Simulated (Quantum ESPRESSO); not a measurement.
# BAs (F-43m): phonons against volume, part 5 of 8

Which modes of BAs drive its thermal expansion?

What experiment has found for this phase:
- volume expansion coefficient 11.55 1e-6/K near room temperature (given in “Basic Physical Properties of Cubic Boron Arsenide (three times its linear coefficient)”, 2019, arxiv:1911.11281)
- volume expansion coefficient 10.8 1e-6/K near room temperature (given in “Thermal expansion coefficients of high thermal conducting BAs and BP materials (three times its linear coefficient)”, 2019, arxiv:1906.04101)

Quantum ESPRESSO 7.5; DFT LDA, scalar-relativistic, plane waves, GBRV ultrasoft pseudopotentials.

So far. Step 4 (Ground state at this cell): On a basis chosen for the relaxed cell the pressure is -0.0060 GPa, small enough for phonons. Step 5 (Zone-centre response): The Born charges sum to zero within 0.020 e; the rest is removed before use. Acoustic frequencies in this log differ from zero by the error of the sum rule, which ph.x does not impose.

### Step 6. A displaced supercell

One atom (for the harmonic constants) or a pair of atoms (for the cubic ones) is moved by a few hundredths of an ångström; the forces on all atoms give a column of force constants. The threshold is tight because the forces are small.

System of this step: BAs. Symmetry: Cm, No. 8, monoclinic system. Conventional cell: a = 11.630 Å, b = 6.715 Å, c = 6.715 Å, α = 90.00°, β = 125.26°, γ = 90.00°. Nearest to B lie 4 As at 2.04 to 2.07 Å. Nearest to B lie 4 As at 2.06 Å. B has 4 As at 2.06 Å nearest. Nearest to B lie 4 As at 2.06 Å. Farther neighbours are not listed.

disp-00001.in

```
&CONTROL
  calculation = 'scf'
  prefix      = 'x'
  outdir      = './tmp'
  pseudo_dir  = './pseudo'
  tprnfor     = .true.
  disk_io     = 'none'
/
&SYSTEM
  ibrav       = 0
  nat         = 16
  ntyp        = 2
  ecutwfc     = 40.0
  ecutrho     = 240.0
  occupations = 'fixed'
  nbnd        = 34
/
&ELECTRONS
  conv_thr         = 1.0d-11
  mixing_beta      = 0.7
  electron_maxstep = 100
/
ATOMIC_SPECIES
 B      10.8100  B.upf
 As     74.9216  As.upf
CELL_PARAMETERS angstrom
     0.000000000    4.748083382    4.748083382
     4.748083382    0.000000000    4.748083382
     4.748083382    4.748083382    0.000000000
ATOMIC_POSITIONS crystal
 B      0.002978494   0.000000000   0.000000000
 B      0.500000000   0.000000000   0.000000000
 B      0.000000000   0.500000000   0.000000000
 B      0.500000000   0.500000000   0.000000000
 B      0.000000000   0.000000000   0.500000000
 B      0.500000000   0.000000000   0.500000000
 B      0.000000000   0.500000000   0.500000000
 B      0.500000000   0.500000000   0.500000000
 As     0.125000000   0.125000000   0.125000000
 As     0.625000000   0.125000000   0.125000000
 As     0.125000000   0.625000000   0.125000000
 As     0.625000000   0.625000000   0.125000000
 As     0.125000000   0.125000000   0.625000000
 As     0.625000000   0.125000000   0.625000000
 As     0.125000000   0.625000000   0.625000000
 As     0.625000000   0.625000000   0.625000000
K_POINTS automatic
 4 4 4 0 0 0
```

On the command line:

```
OMP_NUM_THREADS=1 mpirun -n 4 pw.x -nk 4 -in disp-00001.in > disp-00001.out
```

Output:

```text
[banner, memory and clock lines left out]
Program PWSCF v.7.5

     Message from routine setup:
     using ibrav=0 with symmetry is DISCOURAGED, use correct ibrav instead

     G-vector sticks info

     bravais-lattice index     =            0
     lattice parameter (alat)  =      12.6891  a.u.
     unit-cell volume          =    1444.7131 (a.u.)^3
     number of atoms/cell      =           16
     number of atomic types    =            2
     number of electrons       =        64.00
     number of Kohn-Sham states=           34
     kinetic-energy cutoff     =      40.0000  Ry
     charge density cutoff     =     240.0000  Ry
     scf convergence threshold =      1.0E-11
     mixing beta               =       0.7000
     number of iterations used =            8  plain     mixing
     Exchange-correlation= SLA  PZ   NOGX NOGC
                           (   1   1   0   0   0   0   0)

     celldm(1)=  12.689140  celldm(2)=   0.000000  celldm(3)=   0.000000
     celldm(4)=   0.000000  celldm(5)=   0.000000  celldm(6)=   0.000000

     crystal axes: (cart. coord. in units of alat)
               a(1) = (   0.000000   0.707107   0.707107 )
               a(2) = (   0.707107   0.000000   0.707107 )
               a(3) = (   0.707107   0.707107   0.000000 )

     reciprocal axes: (cart. coord. in units 2 pi/alat)
               b(1) = ( -0.707107  0.707107  0.707107 )
               b(2) = (  0.707107 -0.707107  0.707107 )
               b(3) = (  0.707107  0.707107 -0.707107 )

     PseudoPot. # 1 for B  read from file:
     ./pseudo/B.upf
     Pseudo is Ultrasoft + core correction, Zval =  3.0
     Using radial grid of  781 points,  4 beta functions with:
                l(1) =   0
                l(2) =   0
                l(3) =   1
                l(4) =   1
     Q(r) pseudized with  8 coefficients,  rinner =    1.100   1.100   1.100

     PseudoPot. # 2 for As read from file:
     ./pseudo/As.upf
     Pseudo is Ultrasoft + core correction, Zval =  5.0
     Using radial grid of  875 points,  6 beta functions with:
                l(1) =   0
                l(2) =   0
                l(3) =   1
                l(4) =   1
                l(5) =   2
                l(6) =   2
     Q(r) pseudized with  8 coefficients,  rinner =    1.300   1.300   1.300
                                                       1.300   1.300

     atomic species   valence    mass     pseudopotential
     B                 3.00    10.81000     B ( 1.00)
     As                5.00    74.92160     As( 1.00)

      2 Sym. Ops. (no inversion) found

   Cartesian axes

     site n.     atom                  positions (alat units)
         1        B      tau(   1) = (   0.0000000   0.0021061   0.0021061  )
         2        B      tau(   2) = (   0.0000000   0.3535534   0.3535534  )
         3        B      tau(   3) = (   0.3535534   0.0000000   0.3535534  )
         4        B      tau(   4) = (   0.3535534   0.3535534   0.7071068  )
         5        B      tau(   5) = (   0.3535534   0.3535534   0.0000000  )
         6        B      tau(   6) = (   0.3535534   0.7071068   0.3535534  )
         7        B      tau(   7) = (   0.7071068   0.3535534   0.3535534  )
         8        B      tau(   8) = (   0.7071068   0.7071068   0.7071068  )
         9        As     tau(   9) = (   0.1767767   0.1767767   0.1767767  )
        10        As     tau(  10) = (   0.1767767   0.5303301   0.5303301  )
        11        As     tau(  11) = (   0.5303301   0.1767767   0.5303301  )
        12        As     tau(  12) = (   0.5303301   0.5303301   0.8838835  )
        13        As     tau(  13) = (   0.5303301   0.5303301   0.1767767  )
        14        As     tau(  14) = (   0.5303301   0.8838835   0.5303301  )
        15        As     tau(  15) = (   0.8838835   0.5303301   0.5303301  )
        16        As     tau(  16) = (   0.8838835   0.8838835   0.8838835  )

     number of k points=    24
                       cart. coord. in units 2pi/alat
        k(    1) = (   0.0000000   0.0000000   0.0000000), wk =   0.0312500
        k(    2) = (   0.1767767   0.1767767  -0.1767767), wk =   0.1250000
        k(    3) = (  -0.3535534  -0.3535534   0.3535534), wk =   0.0625000
        k(    4) = (   0.3535534   0.0000000   0.0000000), wk =   0.0625000
        k(    5) = (  -0.1767767  -0.5303301   0.5303301), wk =   0.1250000
        k(    6) = (   0.0000000  -0.3535534   0.3535534), wk =   0.0625000
        k(    7) = (  -0.7071068   0.0000000   0.0000000), wk =   0.0312500
        k(    8) = (  -0.7071068   0.3535534   0.0000000), wk =   0.1250000
        k(    9) = (  -0.1767767   0.1767767   0.1767767), wk =   0.0625000
        k(   10) = (   0.1767767   0.1767767   0.1767767), wk =   0.0625000
        k(   11) = (   0.3535534  -0.3535534  -0.3535534), wk =   0.0312500
        k(   12) = (  -0.3535534  -0.3535534  -0.3535534), wk =   0.0312500
        k(   13) = (   0.0000000   0.3535534  -0.0000000), wk =   0.1250000
        k(   14) = (   0.1767767  -0.5303301  -0.5303301), wk =   0.0625000
        k(   15) = (  -0.5303301  -0.1767767  -0.5303301), wk =   0.1250000
        k(   16) = (   0.5303301   0.1767767  -0.5303301), wk =   0.1250000
        k(   17) = (  -0.5303301   0.1767767   0.5303301), wk =   0.1250000
        k(   18) = (   0.5303301  -0.1767767   0.5303301), wk =   0.1250000
        k(   19) = (  -0.1767767  -0.5303301  -0.5303301), wk =   0.0625000
        k(   20) = (   0.0000000  -0.3535534  -0.3535534), wk =   0.0625000
        k(   21) = (  -0.3535534  -0.0000000  -0.3535534), wk =   0.1250000
        k(   22) = (   0.3535534  -0.0000000  -0.3535534), wk =   0.1250000
        k(   23) = (  -0.0000000  -0.7071068   0.0000000), wk =   0.0625000
        k(   24) = (   0.3535534  -0.7071068   0.0000000), wk =   0.0625000

     Dense  grid:    90777 G-vectors     FFT dimensions: (  64,  64,  64)

     Smooth grid:    49493 G-vectors     FFT dimensions: (  54,  54,  54)

     Initial potential from superposition of free atoms

     starting charge      63.9964, renormalised to      64.0000
     Starting wfcs are   64 randomized atomic wfcs

     per-process dynamical memory:   102.5 Mb

     Self-consistent Calculation

     iteration #  1     ecut=    40.00 Ry     beta= 0.70
     Davidson diagonalization with overlap
     ethr =  1.00E-02,  avg # of iterations =  2.0

     total energy              =    -369.20081840 Ry
     estimated scf accuracy    <       1.18551357 Ry

     iteration #  2     ecut=    40.00 Ry     beta= 0.70
     Davidson diagonalization with overlap
     ethr =  1.85E-03,  avg # of iterations =  2.8

[...]
total energy              =    -369.53673051 Ry
     estimated scf accuracy    <       0.00000113 Ry

     iteration #  9     ecut=    40.00 Ry     beta= 0.70
     Davidson diagonalization with overlap
     ethr =  1.76E-09,  avg # of iterations =  6.6

     total energy              =    -369.53673191 Ry
     estimated scf accuracy    <       0.00000201 Ry

     iteration # 10     ecut=    40.00 Ry     beta= 0.70
     Davidson diagonalization with overlap
     ethr =  1.76E-09,  avg # of iterations =  2.0

     total energy              =    -369.53673174 Ry
     estimated scf accuracy    <       0.00000063 Ry

     iteration # 11     ecut=    40.00 Ry     beta= 0.70
     Davidson diagonalization with overlap
     ethr =  9.90E-10,  avg # of iterations =  3.4

     total energy              =    -369.53673189 Ry
     estimated scf accuracy    <       0.00000001 Ry

     iteration # 12     ecut=    40.00 Ry     beta= 0.70
     Davidson diagonalization with overlap
     ethr =  2.27E-11,  avg # of iterations =  6.2

     total energy              =    -369.53673191 Ry
     estimated scf accuracy    <          3.4E-09 Ry

     iteration # 13     ecut=    40.00 Ry     beta= 0.70
     Davidson diagonalization with overlap
     ethr =  5.30E-12,  avg # of iterations =  3.6

     total energy              =    -369.53673191 Ry
     estimated scf accuracy    <          3.0E-10 Ry

     iteration # 14     ecut=    40.00 Ry     beta= 0.70
     Davidson diagonalization with overlap
     ethr =  4.71E-13,  avg # of iterations =  5.0

     total energy              =    -369.53673191 Ry
     estimated scf accuracy    <          6.1E-11 Ry

     iteration # 15     ecut=    40.00 Ry     beta= 0.70
     Davidson diagonalization with overlap
     ethr =  1.00E-13,  avg # of iterations =  4.0

     End of self-consistent calculation

          k = 0.0000 0.0000 0.0000 (  6183 PWs)   bands (ev):

    -6.9463  -4.0448  -4.0309  -4.0309  -4.0177  -2.7386  -2.7294  -2.7203
    -0.2894  -0.2767  -0.2765  -0.2644   0.0876   0.0876   0.0884   4.4595
     4.4689   4.4697   4.4698   4.4706   4.4799   6.7448   6.7658   6.7730
     6.7730   6.7757   6.7757   6.7831   6.8037   8.5983   8.6159   8.6341
     9.9140   9.9308

          k = 0.1768 0.1768-0.1768 (  6165 PWs)   bands (ev):

    -6.6869  -4.8085  -3.9508  -3.9409  -3.9314  -3.1069  -3.0974  -3.0879
     0.0683   0.0790   0.0892   0.6633   0.6692   0.6754   1.0132   3.7355
     3.7408   3.7461   4.7049   4.7114   4.7180   5.5472   5.5545   5.5615
     6.2730   6.2810   6.2888   6.6383   6.9368   6.9599   8.1573   8.1830
    10.1676  10.1779

          k =-0.3536-0.3536 0.3536 (  6164 PWs)   bands (ev):

    -5.9318  -5.9315  -3.6502  -3.6312  -3.6289  -3.6289  -3.6267  -3.6082
     0.8341   0.8507   0.8559   0.8559   0.8609   0.8776   3.6273   3.6283
     3.7899   3.8025   3.8045   3.8046   3.8068   3.8203   5.3741   5.3869
     5.3875   5.3875   5.3882   5.4011   7.4271   7.4501   7.4517   7.4756
    10.9468  10.9623

          k = 0.3536 0.0000 0.0000 (  6206 PWs)   bands (ev):

    -6.6001  -4.2430  -4.2287  -4.2287  -4.2154  -4.0093  -2.6467  -2.6467
     0.3032   0.3033   0.5232   0.5362   0.5364   0.5493   1.7923   3.7053
     3.7053   3.8136   3.8139   4.8261   4.8262   5.2720   5.2876   5.2877
     5.3028   6.6855   6.6947   6.6948   6.7041   7.1929   7.4294   7.4305
     9.7351  11.1713

          k =-0.1768-0.5303 0.5303 (  6184 PWs)   bands (ev):

[...]
10.5976  11.4360

          k = 0.0000-0.3536 0.3536 (  6157 PWs)   bands (ev):

[...]
10.5943  11.3499

          k =-0.7071 0.0000 0.0000 (  6218 PWs)   bands (ev):

[...]
10.2218  10.2224

          k =-0.7071 0.3536 0.0000 (  6180 PWs)   bands (ev):

[...]
11.8113  11.8255

          k =-0.1768 0.1768 0.1768 (  6165 PWs)   bands (ev):

[...]
10.1671  10.1743

          k = 0.1768 0.1768 0.1768 (  6165 PWs)   bands (ev):

[...]
10.1721  10.1832

          k = 0.3536-0.3536-0.3536 (  6164 PWs)   bands (ev):

[...]
10.9444  10.9587

          k =-0.3536-0.3536-0.3536 (  6164 PWs)   bands (ev):

[...]
10.9597  10.9715

          k = 0.0000 0.3536-0.0000 (  6206 PWs)   bands (ev):

[...]
9.7351  11.0994

          k = 0.1768-0.5303-0.5303 (  6184 PWs)   bands (ev):

[...]
10.5968  11.4365

          k =-0.5303-0.1768-0.5303 (  6184 PWs)   bands (ev):

[...]
10.6015  11.4375

          k = 0.5303 0.1768-0.5303 (  6184 PWs)   bands (ev):

[...]
10.5952  11.4340

          k =-0.5303 0.1768 0.5303 (  6184 PWs)   bands (ev):

[...]
10.5940  11.4346

          k = 0.5303-0.1768 0.5303 (  6184 PWs)   bands (ev):

[...]
10.6003  11.4374

          k =-0.1768-0.5303-0.5303 (  6184 PWs)   bands (ev):

[...]
10.5991  11.4360

          k = 0.0000-0.3536-0.3536 (  6157 PWs)   bands (ev):

[...]
10.5949  11.3597

          k =-0.3536-0.0000-0.3536 (  6157 PWs)   bands (ev):

[...]
10.6001  11.3569

          k = 0.3536-0.0000-0.3536 (  6157 PWs)   bands (ev):

[...]
10.5892  11.3561

          k =-0.0000-0.7071 0.0000 (  6218 PWs)   bands (ev):

    -5.5899  -5.5773  -4.4057  -4.3942  -4.3924  -4.3812  -2.5651  -2.5508
     0.5937   0.5939   1.9308   1.9426   1.9443   1.9560   2.9983   2.9988
     3.2906   3.2907   3.4200   3.4237   3.4306   3.4342   4.5389   4.5406
     5.8488   5.8590   5.8674   5.8772   6.6032   6.6188   6.6206   6.6371
    10.2182  10.2260

          k = 0.3536-0.7071 0.0000 (  6180 PWs)   bands (ev):

    -5.2857  -5.2728  -5.2703  -5.2578  -3.2307  -3.2166  -3.2161  -3.2023
     0.9326   0.9435   0.9495   0.9602   2.6758   2.6832   2.6862   2.6932
     3.3913   3.4017   3.4054   3.4160   4.8202   4.8270   4.8327   4.8372
     4.9185   4.9241   4.9298   4.9370   6.5457   6.5638   6.5681   6.5868
    11.8225  11.8269

     highest occupied, lowest unoccupied level (ev):     8.6341    9.7351

!    total energy              =    -369.53673191 Ry
     estimated scf accuracy    <          2.9E-12 Ry

     The total energy is the sum of the following terms:
     one-electron contribution =      54.37289856 Ry
     hartree contribution      =       9.84990167 Ry
     xc contribution           =    -273.32175793 Ry
     ewald contribution        =    -160.43777422 Ry

     convergence has been achieved in  15 iterations

     Forces acting on atoms (cartesian axes, Ry/au):

     atom    1 type  1   force =    -0.00035795   -0.00964669   -0.00964669
     atom    2 type  1   force =     0.00000332    0.00066149    0.00066149
     atom    3 type  1   force =     0.00033585   -0.00059120    0.00032547
     atom    4 type  1   force =    -0.00033949    0.00032189   -0.00058855
     atom    5 type  1   force =     0.00033585    0.00032547   -0.00059120
     atom    6 type  1   force =    -0.00033949   -0.00058855    0.00032189
     atom    7 type  1   force =    -0.00000108   -0.00001400   -0.00001400
     atom    8 type  1   force =     0.00000015    0.00010761    0.00010761
     atom    9 type  2   force =     0.00281719    0.00393004    0.00393004
     atom   10 type  2   force =    -0.00250918    0.00368651    0.00368651
     atom   11 type  2   force =     0.00002770    0.00113258    0.00116264
     atom   12 type  2   force =     0.00000016   -0.00021199   -0.00021345
     atom   13 type  2   force =     0.00002770    0.00116264    0.00113258
     atom   14 type  2   force =     0.00000016   -0.00021345   -0.00021199
     atom   15 type  2   force =    -0.00018201   -0.00003159   -0.00003159
     atom   16 type  2   force =     0.00018112   -0.00003074   -0.00003074

     Total force =     0.016347     Total SCF correction =     0.000001
     Message from routine punch:
     Nothing written, as per user request (disk_io='none')
```

Wall time 81 s (4 MPI ranks of Arm Neoverse V2, shared host).

This step gave:

```yaml
gap_on_the_k_mesh: 1.101 eV
```

Force by atom:

```csv
atom,x (eV/Å),y (eV/Å),z (eV/Å),size
B1,-0.009,-0.248,-0.248,0.351
B2,0.000,0.017,0.017,0.024
B3,0.009,-0.015,0.008,0.019
B4,-0.009,0.008,-0.015,0.019
B5,0.009,0.008,-0.015,0.019
B6,-0.009,-0.015,0.008,0.019
B7,0.000,0.000,0.000,0.001
B8,0.000,0.003,0.003,0.004
As9,0.072,0.101,0.101,0.160
As10,-0.065,0.095,0.095,0.149
As11,0.001,0.029,0.030,0.042
As12,0.000,-0.005,-0.005,0.008
As13,0.001,0.030,0.029,0.042
As14,0.000,-0.005,-0.005,0.008
As15,-0.005,-0.001,-0.001,0.005
As16,0.005,-0.001,-0.001,0.005
```

At this level the gap is 1.10 eV on the k-mesh of the self-consistent run, which can miss the band edges.

### Step 7. Forces on a displaced cell

One atom (for the harmonic constants) or a pair of atoms (for the cubic ones) is moved by a few hundredths of an ångström; the forces on all atoms give a column of force constants. The threshold is tight because the forces are small.

disp-00002.in, as its differences from disp-00001.in of step 6:

```diff
@@ -30,3 +30,3 @@
 ATOMIC_POSITIONS crystal
- B      0.002978494   0.000000000   0.000000000
+ B      0.000000000   0.000000000   0.000000000
  B      0.500000000   0.000000000   0.000000000
@@ -38,3 +38,3 @@
  B      0.500000000   0.500000000   0.500000000
- As     0.125000000   0.125000000   0.125000000
+ As     0.127978494   0.125000000   0.125000000
  As     0.625000000   0.125000000   0.125000000
```

On the command line:

```
OMP_NUM_THREADS=1 mpirun -n 4 pw.x -nk 4 -in disp-00002.in > disp-00002.out
```

Output:

```text
[banner, memory and clock lines left out]
Program PWSCF v.7.5

     Message from routine setup:
     using ibrav=0 with symmetry is DISCOURAGED, use correct ibrav instead

     G-vector sticks info

     bravais-lattice index     =            0
     lattice parameter (alat)  =      12.6891  a.u.
     unit-cell volume          =    1444.7131 (a.u.)^3
     number of atoms/cell      =           16
     number of atomic types    =            2
     number of electrons       =        64.00
[...]
atom    1 type  1   force =     0.00251144    0.00368862    0.00368862
     atom    2 type  1   force =    -0.00281459    0.00392749    0.00392749
     atom    3 type  1   force =    -0.00002294    0.00115666    0.00113798
[...]
atom   15 type  2   force =     0.00000366   -0.00007589   -0.00007589
     atom   16 type  2   force =    -0.00000147    0.00011087    0.00011087

     Total force =     0.018583     Total SCF correction =     0.000001
     Message from routine punch:
     Nothing written, as per user request (disk_io='none')
[key lines of the parts left out:]
!    total energy              =    -369.53668835 Ry
convergence has been achieved in  19 iterations
```

Run time: 91 s. Hardware: 4 MPI ranks; 6.1 min of CPU time.

[end of part 5 of 8]

[Logs are printed without paths, hosts, clocks, repeated set-up lines and the standing remarks that a program may print on its own settings, such as how far it seeks lower states.]

[Hosts, paths, dates, database ids (printed as entryN), source tags and the programs' standing remarks are cut or masked in the printed files.]

[A step with changed settings may run another functional than the one named; its input shows which.]

[Of the runs on displaced cells, only some may be shown.]
